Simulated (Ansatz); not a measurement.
Rows from a G0W0 calculation on CsPbBr3 (Pm-3m) (Ansatz 0.2.0; G0W0 on PBE, plane waves, PAW; 4×4×4 mesh, 2629 empty bands, screening to 320 eV, hard PAW files), in eV. Spin-orbit coupling is left out.

| row | k | band | start | Σx | Σc at the solution | Vxc |
| --- | --- | --- | --- | --- | --- | --- |
| A | (-0.500, -0.500, -0.500) | v1 | 5.223 | -19.169 | 0.413 | -17.742 |
| B | (-0.500, -0.500, -0.500) | v2 | 3.527 | -19.575 | 2.373 | -15.776 |
| C | (-0.500, -0.500, -0.500) | c1 | 6.754 | -8.130 | -3.429 | -11.700 |

Q: Work out each quasiparticle level and how far it moved.

The quasiparticle equation reads E = start + Σx + Σc(E) − Vxc.

| row | E (eV) | shift (eV) |
| --- | --- | --- |
| A | 4.209 | −1.014 |
| B | 2.102 | −1.425 |
| C | 6.895 | +0.142 |

The gap over the computed points goes from 1.53 eV to 2.69 eV.

Limits: not at the basis limit; no spin-orbit coupling.

[Runs of the session that timed out or met a known fault of the program may be left out.]

[Cells called generated may have been cut or substituted from an entry of the Crystallography Open Database or the Materials Project.]

[Hosts, paths, dates, database ids (printed as entryN), source tags and the programs' standing remarks are cut or masked in the printed files.]
